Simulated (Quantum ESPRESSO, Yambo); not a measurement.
Planning a run of Yambo 5.3.0 on MgH2 (P4_2/mnm). The input:

```
HF_and_locXC
gw0
dyson
ppa
em1d
rim_cut
RandQpts= 1000000
RandGvec= 1 RL
EXXRLvcs= 76 Ry
VXCRLvcs= 304 Ry
Chimod= "HARTREE"
% BndsRnXp
 1 | 173 |
%
NGsBlkXp= 13 Ry
% LongDrXp
 1 | 1 | 1 |
%
% GbndRnge
 1 | 173 |
%
DysSolver= "n"
ExtendOut
PPAPntXp= 27.21138 eV
% QPkrange
 3 | 3 | 11 | 14 |
 9 | 9 | 11 | 14 |
 1 | 1 | 11 | 14 |
%
```

```sh
OMP_NUM_THREADS=2 mpirun -n 2 yambo -F gw11.in -J gw11 -C gw11 > gw11.log
```

The stored states that it reads are on a 2×2×4 mesh. Symmetry: P4_2/mnm, No. 136, tetragonal system. Conventional cell: a = 4.517 Å, b = 4.517 Å, c = 3.020 Å, α = 90.00°, β = 90.00°, γ = 90.00°. Mg has 6 H at 1.95 Å nearest. H has 3 Mg at 1.95 Å nearest. Farther neighbours are not listed.

**Question.** How long will it take on 2 MPI ranks of Arm Neoverse V1, shared host, and how much memory?

It took 63 s; on shared hardware allow 31 s to 2.1 min. Peak host memory was 0.85 GiB.

The screening grows as filled bands × empty bands × pairs of k points, times the square of the screening basis for the matrix.

[Paths, hosts, dates, memory and timing lines, banners, echoed tables and standing remarks are left out of the program output.]

[Logs are printed without paths, hosts, clocks, repeated set-up lines and the standing remarks that a program may print on its own settings, such as how far it seeks lower states.]

[Runs of the session that timed out or met a known fault of the program may be left out.]

[Hosts, paths, dates, database ids (printed as entryN), source tags and the programs' standing remarks are cut or masked in the printed files.]
